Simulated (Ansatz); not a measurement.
**Electron scattering at the Σ5 (210) boundary in bcc Mo**

Wanted: what the Σ5 (210) boundary in bcc Mo costs an interconnect.

Main program and level: Ansatz 0.2.0; Ansatz plane-wave DFT, LDA, PAW files; relaxation of a bicrystal slab with its lowest layers held; PAW set soft_1, in the first sound run; inputs show where later runs differ.

Report form: the programs' logs are mostly left out.

### 1. Set-up

The cell holds 27 atoms: 27 Mo. Cell: a = 7.037 Å, b = 3.147 Å, c = 30.000 Å, α = 90.0°, β = 90.0°, γ = 90.0°. It derives from Mo. built on the (2 1 0) plane; 2 overlapping atoms removed and the grains opened by 0 Å. Vacuum lies along c.

### 2. Relaxing the bicrystal

The boundary is built by mirroring the lower grain in the boundary plane and removing any atoms that overlap. A thin bicrystal slab is relaxed first, with the lowest layers held and the upper grain free to shift and open.

File input.yaml:

```yaml
crystal:
  lattice:
    - [7.0369059252, 0.0, 0.0]
    - [0.0, 3.147, 0.0]
    - [0.0, 0.0, 29.9996459975]
  atoms:
    - { symbol: Mo, position: [0.3999999999, 0.0, 0.1666686334] }
    - { symbol: Mo, position: [0.6999999999, 0.5, 0.1901252632] }
    - { symbol: Mo, position: [0.9999999999, 0.0, 0.2135818931] }
    - { symbol: Mo, position: [0.2999999999, 0.5, 0.237038523] }
    - { symbol: Mo, position: [0.6, 0.0, 0.2604951529] }
    - { symbol: Mo, position: [0.9, 0.5, 0.2839517827] }
    - { symbol: Mo, position: [0.2, 0.0, 0.3074084126] }
    - { symbol: Mo, position: [0.5, 0.5, 0.3308650425] }
[... 15 atom lines left out ...]
    - { symbol: Mo, position: [0.3999999999, 0.0, 0.7296277503] }
    - { symbol: Mo, position: [0.0999999999, 0.5, 0.7530843802] }
    - { symbol: Mo, position: [0.7999999999, 0.0, 0.7765410101] }
    - { symbol: Mo, position: [0.4999999999, 0.5, 0.79999764] }
kpoints:
  mp_grid: { grid: [4, 7, 1] }
hamiltonian:
  xc: lda
  pseudopotentials: { kind: paw, azcp: { folder: soft_1 }, xc_functional: pbe }
scf:
  occupations: { method: fermi_dirac, width: 0.1 }
relax:
  f_tol: 0.03
  max_steps: 80
  constraints: [{ sites: [0, 1, 2, 3, 4] }]
```

Started as:

```
$ ansatz run input.yaml --threads 4 --pin off --max-ram 15360MiB --backend cpu --events-out ev --progress --plain --runs-dir out
```

Elapsed: 14 min, on 4 threads of Arm Neoverse V1, shared host; peak memory 3.3 GiB; 54 min of CPU time.

Relaxation path:

| step | energy less that of the first step (eV) | largest force component (eV/Å) |
| --- | --- | --- |
| 1 | 0.0000 | 2.5151 |
| 2 | -0.6340 | 0.6870 |
| 3 | -1.1773 | 0.5281 |
| 4 | -1.5047 | 0.2933 |
| 5 | -1.7830 | 0.2152 |
| 6 | -1.9102 | 0.1873 |
| 7 | -1.9102 | 0.2757 |
| 8 | -1.9297 | 0.1737 |
| 9 | -1.9364 | 0.0407 |
| 10 | -1.9353 | 0.1128 |
| 11 | -1.9337 | 0.1872 |
| 12 | -1.9371 | 0.0131 |

Relaxation steps 10, 11 were tried and not accepted.

Forces are held to the 2 operations that the run works with; a distortion that breaks them can't arise in this run.

The atoms that moved most (Å):

| atom | dx | dy | dz | length |
| --- | --- | --- | --- | --- |
| Mo27 | 0.051 | 0.000 | -1.053 | 1.054 |
| Mo26 | -0.120 | 0.000 | -0.873 | 0.882 |
| Mo25 | -0.141 | 0.000 | -0.839 | 0.851 |
| Mo23 | -0.046 | 0.000 | -0.814 | 0.815 |
| Mo24 | -0.082 | 0.000 | -0.750 | 0.754 |
| Mo21 | -0.032 | 0.000 | -0.749 | 0.750 |
| Mo20 | -0.052 | 0.000 | -0.747 | 0.749 |
| Mo16 | -0.082 | 0.000 | -0.732 | 0.736 |

Numbers from this step:

```yaml
free_energy: -130744.7924 eV
energy_at_zero_smearing: -130744.4082 eV
fermi_energy: 11.59 eV
```

The largest force component on a free atom ends at 0.013 eV/Å, under the tolerance of 0.03, after 12 steps.

### 3. Transmission across the boundary

Bulk layers of each grain are laid under and over the relaxed boundary, and a lead is named in the middle of each, away from the free faces. The mesh across the current, 10×20, is finer than the density's, because channels open and close sharply across the zone. Energies from -0.1 to 0.1 eV in steps of 0.05 eV are too few for the program's thermal sum, so it prints no conductance; for a metal the transmission near the Fermi level serves, at a fraction of the cost.

This step: Ansatz plane-wave DFT, LDA, PAW files; ballistic transport by layer matching (Landauer), zero bias; boundary relaxed in a short slab, bulk layers laid on; PAW set soft_1 (Ansatz 0.2.0).

System of this step: Σ5 (210) boundary in bcc Mo. The cell holds 61 atoms: 61 Mo. Its edges and angles: a = 7.037 Å, b = 3.147 Å, c = 50.178 Å, α = 90.0°, β = 90.0°, γ = 90.0°. It derives from Mo. Regions: lower grain, 25 atoms (25 Mo); boundary, 16 atoms (16 Mo); upper grain, 20 atoms (20 Mo). Vacuum lies along c.

File input.yaml:

```yaml
crystal:
  lattice:
    - [7.0369059252, 0.0, 0.0]
    - [0.0, 3.147, 0.0]
    - [0.0, 0.0, 50.178205258]
  atoms:
    - { symbol: Mo, position: [-9.9000000001, -16.5, 0.0797158842] }
    - { symbol: Mo, position: [-9.6000000001, -16.0, 0.0937397137] }
    - { symbol: Mo, position: [-9.3000000001, -15.5, 0.1077635431] }
    - { symbol: Mo, position: [-9.0000000001, -15.0, 0.1217873725] }
    - { symbol: Mo, position: [-8.7000000001, -14.5, 0.135811202] }
    - { symbol: Mo, position: [-8.4000000001, -14.0, 0.1498350314] }
    - { symbol: Mo, position: [-8.1000000001, -13.5, 0.1638588609] }
    - { symbol: Mo, position: [-7.8000000001, -13.0, 0.1778826903] }
[... 49 atom lines left out ...]
    - { symbol: Mo, position: [-7.5073848855, -12.5, 0.8782126275] }
    - { symbol: Mo, position: [-7.8073848855, -13.0, 0.8922364569] }
    - { symbol: Mo, position: [-8.1073848855, -13.5, 0.9062602863] }
    - { symbol: Mo, position: [-8.4073848855, -14.0, 0.9202841158] }
kpoints:
  mp_grid: { grid: [4, 8, 1] }
hamiltonian:
  xc: lda
  pseudopotentials: { kind: paw, azcp: { folder: soft_1 }, xc_functional: pbe }
scf:
  occupations: { method: fermi_dirac, width: 0.1 }
output:
  transmission:
    leads: [[13, 14], [49, 50]]
    kmesh: [10, 20]
    e_range: [-0.1, 0.1]
    de: 0.05
  write_potential: true
  write_density: true
  volumetric_format: npy
  elf: true
```

The job ended after 27 min (4 threads; peak memory 11 GiB; 1.7 h of CPU time).

This step gave:

```yaml
free_energy: -295402.0608 eV
energy_at_zero_smearing: -295401.2718 eV
fermi_energy: 17.22 eV
cell_area: 22.15 Å²
transmission_per_spin_nearest_the_fermi_level: 1.846
open_channels_per_spin_nearest_the_fermi_level: 3.43
open_channels_per_spin_upper_lead: 3.43
step_of_the_lead_s_potential: 9.7 meV
step_of_the_upper_lead_s_potential: 8.8 meV
```

Per spin. Transmission, zone mean against energy, zero at the Fermi level:

| energy (eV) | transmission, zone mean |
| --- | --- |
| -0.1000 | 1.83 |
| -0.0500 | 1.84 |
| 0.0000 | 1.85 |
| 0.0500 | 1.92 |
| 0.1000 | 1.93 |

Per spin. Table of open channels, zone mean by energy, zero at the Fermi level:

| energy (eV) | lead | upper lead |
| --- | --- | --- |
| -0.1000 | 3.56 | 3.56 |
| -0.0500 | 3.42 | 3.42 |
| 0.0000 | 3.43 | 3.43 |
| 0.0500 | 3.65 | 3.62 |
| 0.1000 | 3.67 | 3.73 |

Transmission over k1 and k2. At 0.0000 eV from the Fermi level.

Values, 20 rows by 10 columns:
```
0.98 1.10 1.85 2.60 1.75 2.37 1.75 2.60 1.85 1.10
0.99 1.10 1.85 1.88 2.22 3.18 2.22 1.88 1.85 1.10
0.00 0.00 0.36 0.85 1.42 1.55 1.42 0.85 0.36 0.00
0.00 0.00 0.00 1.49 1.42 1.27 1.42 1.49 0.00 0.00
0.00 0.00 0.96 0.77 0.59 0.66 0.59 0.77 0.96 0.00
0.00 0.11 1.01 1.32 1.61 1.70 1.61 1.32 1.01 0.11
2.63 2.21 1.68 1.70 1.67 1.69 1.67 1.70 1.68 2.21
4.31 4.31 3.55 2.64 1.82 1.84 1.82 2.64 3.55 4.31
5.35 5.37 4.87 3.26 2.12 1.80 2.12 3.26 4.87 5.37
6.40 6.08 5.35 3.99 2.13 1.78 2.13 3.99 5.35 6.08
5.35 5.37 4.87 3.26 2.12 1.80 2.12 3.26 4.87 5.37
4.31 4.31 3.55 2.64 1.82 1.84 1.82 2.64 3.55 4.31
2.63 2.21 1.68 1.70 1.67 1.69 1.67 1.70 1.68 2.21
0.00 0.11 1.01 1.32 1.61 1.70 1.61 1.32 1.01 0.11
0.00 0.00 0.96 0.77 0.59 0.66 0.59 0.77 0.96 0.00
0.00 0.00 0.00 1.49 1.42 1.27 1.42 1.49 0.00 0.00
0.00 0.00 0.36 0.85 1.42 1.55 1.42 0.85 0.36 0.00
0.99 1.10 1.85 1.88 2.22 3.18 2.22 1.88 1.85 1.10
0.98 1.10 1.85 2.60 1.75 2.37 1.75 2.60 1.85 1.10
0.94 1.06 2.38 2.63 2.18 2.12 2.18 2.63 2.38 1.06
```
Columns: k1 (b1) from -0.5 to 0.4; rows upwards: k2 (b2) from -0.5 to 0.45.

Open channels over k1 and k2. At 0.0000 eV from the Fermi level.

Values, 20 rows by 10 columns:
```
 2.0  2.0  4.0  6.0  4.0  4.0  4.0  6.0  4.0  2.0
 2.0  2.0  4.0  3.0  3.0  4.0  3.0  3.0  4.0  2.0
 0.0  0.0  1.0  1.0  3.0  3.0  3.0  1.0  1.0  0.0
 0.0  0.0  0.0  2.0  3.0  3.0  3.0  2.0  0.0  0.0
 0.0  0.0  1.0  2.0  2.0  2.0  2.0  2.0  1.0  0.0
 0.0  1.0  2.0  2.0  2.0  2.0  2.0  2.0  2.0  1.0
 4.0  4.0  3.0  2.0  2.0  2.0  2.0  2.0  3.0  4.0
 8.0  8.0  7.0  5.0  4.0  4.0  4.0  5.0  7.0  8.0
10.0  9.0  9.0  6.0  5.0  4.0  5.0  6.0  9.0  9.0
10.0  9.0  9.0  8.0  5.0  4.0  5.0  8.0  9.0  9.0
10.0  9.0  9.0  6.0  5.0  4.0  5.0  6.0  9.0  9.0
 8.0  8.0  7.0  5.0  4.0  4.0  4.0  5.0  7.0  8.0
 4.0  4.0  3.0  2.0  2.0  2.0  2.0  2.0  3.0  4.0
 0.0  1.0  2.0  2.0  2.0  2.0  2.0  2.0  2.0  1.0
 0.0  0.0  1.0  2.0  2.0  2.0  2.0  2.0  1.0  0.0
 0.0  0.0  0.0  2.0  3.0  3.0  3.0  2.0  0.0  0.0
 0.0  0.0  1.0  1.0  3.0  3.0  3.0  1.0  1.0  0.0
 2.0  2.0  4.0  3.0  3.0  4.0  3.0  3.0  4.0  2.0
 2.0  2.0  4.0  6.0  4.0  4.0  4.0  6.0  4.0  2.0
 2.0  2.0  6.0  6.0  6.0  4.0  6.0  6.0  6.0  2.0
```
Columns: k1 (b1) from -0.5 to 0.4; rows upwards: k2 (b2) from -0.5 to 0.45.

Electrostatic potential energy in the ca plane at fractional y = 0.000, with atoms of Mo within 0.2 Å of it. With pseudopotentials it is smooth inside the atoms' cores, unlike the true potential.

Ten even steps from '0' (-59 eV) to '9' (22 eV), each cell a mean:
```
27999988999999973002699998899999999999999999
58998656799999985335899865579999999999999999
89986212589999998778999631158999999999999999
99985000379999999999998510037999999999999999
99985101489998889999998620147999888999999999
99997534789975468999999853468997545799999999
99999878899841026899999987889985102589999999
99999999999730015899999999999984000489999999
98788999999841026899878899999985102589999999
85346899999975468998533689999997545799999999
62003799999998889996200379999999888999999999
51003799999999999996200279999999999999999999
73124899877789999997311479987778999999999999
87567998632379999998755799974236899999999999
99889998410158999999988999851004899999999999
99999998400048999999999999851004899999999999
79999998631368998667899999963236899999999999
48999999876789985214799999987678999999999999
26999999999999972002689999999999999999999999
```
Columns run along c (16.0 Å, from fractional 0.68 to 1.00 of the cell; values clipped at the 3rd and 97th percentile), rows up along a (7.0 Å). Atoms in or near the plane, at fractional coordinates: Mo at (0.70, 0.39), Mo at (0.72, 0.79), Mo at (0.75, 0.19), Mo at (0.78, 0.59), Mo at (0.81, 0.99), Mo at (0.84, 0.39), Mo at (0.86, 0.79), Mo at (0.89, 0.19), Mo at (0.92, 0.59).

ELF in the ca plane at fractional y = 0.000, with atoms of Mo within 0.2 Å of it. It is the smooth field of the valence electrons, not physical close to the nuclei.

Values, 10 rows by 16 columns, each cell a mean:
```
0.35 0.32 0.30 0.35 0.41 0.36 0.62 0.34 0.33 0.29 0.35 0.42 0.44 0.23 0.05 0.00
0.34 0.35 0.62 0.36 0.42 0.35 0.28 0.35 0.38 0.62 0.34 0.41 0.42 0.22 0.05 0.00
0.41 0.39 0.62 0.30 0.32 0.28 0.39 0.41 0.40 0.61 0.28 0.34 0.29 0.10 0.04 0.00
0.42 0.32 0.30 0.34 0.44 0.59 0.35 0.42 0.31 0.30 0.33 0.46 0.60 0.13 0.03 0.00
0.31 0.26 0.41 0.40 0.45 0.57 0.29 0.32 0.27 0.41 0.39 0.47 0.59 0.09 0.02 0.00
0.51 0.55 0.37 0.42 0.28 0.30 0.31 0.53 0.53 0.38 0.41 0.32 0.25 0.05 0.02 0.00
0.51 0.51 0.30 0.32 0.28 0.42 0.37 0.52 0.49 0.30 0.31 0.26 0.23 0.09 0.02 0.00
0.26 0.32 0.30 0.58 0.47 0.40 0.41 0.27 0.31 0.31 0.59 0.47 0.14 0.09 0.02 0.00
0.30 0.42 0.35 0.58 0.41 0.32 0.32 0.32 0.41 0.37 0.59 0.40 0.20 0.12 0.02 0.00
0.41 0.42 0.40 0.27 0.33 0.31 0.62 0.41 0.42 0.37 0.26 0.37 0.44 0.18 0.03 0.00
```
Columns run along c (16.0 Å, from fractional 0.68 to 1.00 of the cell), rows up along a (7.0 Å). Atoms in or near the plane, at fractional coordinates: Mo at (0.70, 0.39), Mo at (0.72, 0.79), Mo at (0.75, 0.19), Mo at (0.78, 0.59), Mo at (0.81, 0.99), Mo at (0.84, 0.39), Mo at (0.86, 0.79), Mo at (0.89, 0.19), Mo at (0.92, 0.59).

Valence density in the ca plane at fractional y = 0.000, with atoms of Mo within 0.2 Å of it. It is the smooth field of the valence electrons, not physical close to the nuclei.

Values in e/Å³, 10 rows by 16 columns, each cell a mean:
```
1.3 0.4 0.8 0.3 0.3 0.7 4.5 1.1 0.4 0.8 0.3 0.2 0.1 0.0 0.0 0.0
0.3 1.3 5.2 0.8 0.3 0.3 0.6 0.3 1.5 5.0 0.7 0.2 0.1 0.0 0.0 0.0
0.3 1.2 4.6 0.6 0.5 0.7 0.3 0.3 1.4 4.5 0.6 0.5 0.6 0.1 0.0 0.0
0.3 0.3 0.6 0.3 2.3 4.4 0.4 0.3 0.3 0.6 0.3 2.6 4.2 0.2 0.0 0.0
0.6 0.6 0.3 0.3 2.1 3.9 0.4 0.6 0.5 0.3 0.3 2.3 3.8 0.1 0.0 0.0
3.3 3.6 0.3 0.3 0.3 0.5 0.3 3.6 3.3 0.3 0.3 0.4 0.4 0.0 0.0 0.0
2.9 3.1 0.3 0.7 0.4 0.3 0.3 3.2 2.9 0.3 0.7 0.4 0.1 0.0 0.0 0.0
0.4 0.5 0.4 4.4 2.4 0.3 0.3 0.4 0.5 0.4 4.6 2.1 0.1 0.0 0.0 0.0
0.4 0.3 0.4 3.9 2.0 0.3 0.8 0.3 0.3 0.4 4.1 1.8 0.1 0.0 0.0 0.0
1.5 0.3 0.3 0.5 0.4 0.7 5.1 1.3 0.3 0.3 0.5 0.3 0.1 0.0 0.0 0.0
```
Columns run along c (16.0 Å, from fractional 0.68 to 1.00 of the cell), rows up along a (7.0 Å). Atoms in or near the plane, at fractional coordinates: Mo at (0.70, 0.39), Mo at (0.72, 0.79), Mo at (0.75, 0.19), Mo at (0.78, 0.59), Mo at (0.81, 0.99), Mo at (0.84, 0.39), Mo at (0.86, 0.79), Mo at (0.89, 0.19), Mo at (0.92, 0.59).

Over the solved energies the transmission per spin lies between 1.83 and 1.93, out of 3.55 channels of the lead on average (up to 3.67).

### 4. Specific resistance

This step: Ansatz plane-wave DFT, LDA, PAW files; ballistic transport by layer matching (Landauer), zero bias; specific resistance of the boundary; PAW set soft_1 (Ansatz 0.2.0).

Numbers from this step:

```
area resistance                      : 0.7217 fΩ m²
T over the leads' mean channel count : 0.5273
```

Averaged over the energies near the Fermi level, 52.7 % of the channels pass, which makes 0.722 fΩ m².

By hand, with T and the leads' channels N averaged over the energies near the Fermi level: RA = A (h/2e²)(1/T − ½[1/N₁ + 1/N₂]) = 22.15×10⁻²⁰ m² × 12 906 Ω × (1/1.872 − ½[1/3.546 + 1/3.553]) = 0.722 fΩ m².

### 5. Single-crystal slab for reference

The free faces cost energy too. A single-crystal slab with the same faces and held layers is relaxed, so that they cancel.

This step: Ansatz plane-wave DFT, LDA, PAW files; relaxation of a single-crystal slab with its lowest layers held; PAW set soft_1 (Ansatz 0.2.0).

System of this step: Mo slab, plane (2, 1, 0). The cell holds 28 atoms: 28 Mo. Cell: a = 7.037 Å, b = 3.147 Å, c = 30.000 Å, α = 90.0°, β = 90.0°, γ = 90.0°. It derives from Mo. Vacuum lies along c.

File input.yaml:

```yaml
crystal:
  lattice:
    - [7.0369059252, 0.0, 0.0]
    - [0.0, 3.147, 0.0]
    - [0.0, 0.0, 29.9996459975]
  atoms:
    - { symbol: Mo, position: [0.8999999998, 0.5, 0.1666686334] }
    - { symbol: Mo, position: [0.1999999999, 0.0, 0.1901252632] }
    - { symbol: Mo, position: [0.4999999999, 0.5, 0.2135818931] }
    - { symbol: Mo, position: [0.7999999999, 0.0, 0.237038523] }
    - { symbol: Mo, position: [0.0999999999, 0.5, 0.2604951529] }
    - { symbol: Mo, position: [0.3999999999, 0.0, 0.2839517827] }
    - { symbol: Mo, position: [0.6999999999, 0.5, 0.3074084126] }
    - { symbol: Mo, position: [0.9999999999, 0.0, 0.3308650425] }
[... 16 atom lines left out ...]
    - { symbol: Mo, position: [0.1, 0.5, 0.7296277503] }
    - { symbol: Mo, position: [0.4, 0.0, 0.7530843802] }
    - { symbol: Mo, position: [0.7, 0.5, 0.7765410101] }
    - { symbol: Mo, position: [0.0, 0.0, 0.79999764] }
kpoints:
  mp_grid: { grid: [4, 7, 1] }
hamiltonian:
  xc: lda
  pseudopotentials: { kind: paw, azcp: { folder: soft_1 }, xc_functional: pbe }
scf:
  occupations: { method: fermi_dirac, width: 0.1 }
relax:
  f_tol: 0.03
  max_steps: 80
  constraints: [{ sites: [0, 1, 2, 3, 4] }]
```

Run time: 8.8 min. Hardware: 4 threads; peak memory 3.4 GiB.

The steps of the relaxation:

| step | energy less that of the first step (eV) | largest force component (eV/Å) |
| --- | --- | --- |
| 1 | 0.0000 | 2.4752 |
| 2 | -0.4675 | 0.6265 |
| 3 | -0.6568 | 0.2969 |
| 4 | -0.7524 | 0.1976 |
| 5 | -0.7707 | 0.0973 |
| 6 | -0.7739 | 0.0154 |
| 7 | -0.7739 | 0.0154 |

The atoms that moved most (Å):

| atom | dx | dy | dz | length |
| --- | --- | --- | --- | --- |
| Mo28 | -0.053 | 0.000 | -0.588 | 0.590 |
| Mo27 | 0.111 | 0.000 | -0.409 | 0.424 |
| Mo26 | 0.124 | 0.000 | -0.368 | 0.388 |
| Mo24 | 0.032 | 0.000 | -0.340 | 0.342 |
| Mo25 | 0.075 | 0.000 | -0.283 | 0.293 |
| Mo22 | 0.030 | 0.000 | -0.285 | 0.286 |
| Mo21 | 0.045 | 0.000 | -0.266 | 0.270 |
| Mo23 | 0.033 | 0.000 | -0.264 | 0.266 |

Final coordinates:

```
Mo
1.0
     7.03691    0.00000    0.00000
     0.00000    3.14700    0.00000
     0.00000    0.00000   29.99965
Mo
28
Cartesian
  6.3332 1.5735 5.0000
  1.4074 0.0000 5.7037
  3.5185 1.5735 6.4074
  5.6295 0.0000 7.1111
  0.7037 1.5735 7.8148
  2.8321 0.0000 8.4231
  4.9422 1.5735 9.1731
  7.0553 0.0000 9.8608
  2.1279 1.5735 10.5328
  4.2264 0.0000 11.2111
  6.3493 1.5735 11.9265
  1.4296 0.0000 12.5998
  3.5399 1.5735 13.3011
  5.6540 0.0000 13.9738
  0.7328 1.5735 14.6847
  2.8487 0.0000 15.3557
  4.9627 1.5735 16.0594
  7.0749 0.0000 16.7312
  2.1624 1.5735 17.4443
  4.2568 0.0000 18.1160
  6.3782 1.5735 18.8079
  1.4371 0.0000 19.4926
  3.5513 1.5735 20.2175
  5.6616 0.0000 20.8447
  0.7783 1.5735 21.6057
  2.9386 0.0000 22.2242
  5.0367 1.5735 22.8868
  -0.0525 0.0000 23.4120
```

This step gave:

- free energy: -135590.6371 eV
- energy at zero smearing: -135590.2689 eV
- Fermi energy: 12.23 eV

The largest force component on a free atom ends at 0.015 eV/Å, under the tolerance of 0.03, after 7 steps.

### 6. Bulk reference

The perfect crystal gives the energy per atom, for the atoms by which bicrystal and slab differ.

This step: Ansatz plane-wave DFT, LDA, PAW files; bulk reference; PAW set soft_1 (Ansatz 0.2.0).

System of this step: Mo. It takes space group Im-3m (No. 229, cubic). The conventional cell has a = 3.147 Å, b = 3.147 Å, c = 3.147 Å, α = 90.00°, β = 90.00°, γ = 90.00°. Nearest to Mo lie 8 Mo at 2.73 Å.

input.yaml, the sections that differ from step 5:

```yaml
crystal:
  lattice:
    - [-1.5735, 1.5735, 1.5735]
    - [1.5735, -1.5735, 1.5735]
    - [1.5735, 1.5735, -1.5735]
  atoms:
    - { symbol: Mo, position: [0.0, 0.0, 0.0] }
kpoints:
  mp_grid: { grid: [19, 19, 19] }
# hamiltonian, scf: as in step 5
# relax: removed
```

Run time: 0.66 s. Hardware: 4 threads; peak memory 0.29 GiB.

Numbers from this step:

| Quantity | Value |
| --- | --- |
| free energy | -4842.8826 eV |
| energy at zero smearing | -4842.8720 eV |
| Fermi energy | 20.87 eV |

### 7. Boundary energy

This step: Ansatz plane-wave DFT, LDA, PAW files; bicrystal less single-crystal slab less bulk atoms, a boundary area; PAW set soft_1 (Ansatz 0.2.0).

Numbers from this step:

```yaml
excess_energy_of_the_cell: 2.989 eV
boundary_energy: 2.162 J/m²
```

The boundary costs 2.2 J/m².

By hand: 2.99 eV / 22.14 Å² × 16.02 = 2.16 J/m².

### 8. Summary of results

| Item | Value |
| --- | --- |
| specific resistance of the boundary | 0.722 fΩ m² |
| share of channels that pass | 0.527 |
| boundary energy | 2.16 J/m² |

The boundary has a specific resistance of 0.72 fΩ m² and an energy of 2.2 J/m². The boundary reflects 47 % of the channels; 0.72 fΩ m² is 7.2×10⁻¹² Ω·cm². That equals the resistance of 13 nm of bulk Mo at 300 K (measured 5.52 µΩ cm, CRC Handbook of Chemistry and Physics, 84th ed., 2003, Electrical Resistivity of Pure Metals). One starting structure was relaxed; another shift or atom count at the boundary may lie lower.

[Logs are printed without paths, hosts, clocks, repeated set-up lines and the standing remarks that a program may print on its own settings, such as how far it seeks lower states.]

[Hosts, paths, dates, database ids (printed as entryN), source tags and the programs' standing remarks are cut or masked in the printed files.]
